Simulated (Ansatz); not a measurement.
# Calculated records

```
! title: SnSe (Pnma): spin-orbit coupling beyond the local functionals
! method: DFT, HSE06 with spin-orbit coupling, plane waves, PAW (and 1 further level or step)
! program: Ansatz 0.2.0
! settings of one run: cutoff 420 eV, 2×4×4 k-mesh, smearing width 0.02 eV, default PAW, PAW set soft 2
! cost: 2 runs, 8.1 min in all on 1 × NVIDIA H100 80GB HBM3 (shared by 6 runs) with 3 threads of AMD EPYC 7R13 (Zen 3), shared host (the runs of this entry)
! notes: The program’s warnings: device shed. Geometry: measured lattice cell, ions relaxed with PBE; the structure entry is the Materials Project’s. The lattice is static and excitons are left out.
! HSE06: 0.86 eV
! HSE06+SOC: 0.83 eV
CELL_PARAMETERS angstrom
11.50100 0.00000 0.00000
0.00000 4.15300 0.00000
0.00000 0.00000 4.44600
ATOMIC_POSITIONS crystal
Sn 0.61806 0.75000 0.39740
Sn 0.88194 0.25000 0.89740
Sn 0.38194 0.25000 0.60260
Sn 0.11806 0.75000 0.10260
Se 0.14336 0.25000 0.52321
Se 0.64336 0.25000 0.97679
Se 0.35664 0.75000 0.02321
Se 0.85664 0.75000 0.47679
```

[Paths, hosts, dates, memory and timing lines, banners, echoed tables and standing remarks are left out of the program output.]

[Logs are printed without paths, hosts, clocks, repeated set-up lines and the standing remarks that a program may print on its own settings, such as how far it seeks lower states.]

[Runs of the session that timed out or met a known fault of the program may be left out.]

[Cells called generated may have been cut or substituted from an entry of the Crystallography Open Database or the Materials Project.]

[Hosts, paths, dates, database ids (printed as entryN), source tags and the programs' standing remarks are cut or masked in the printed files.]
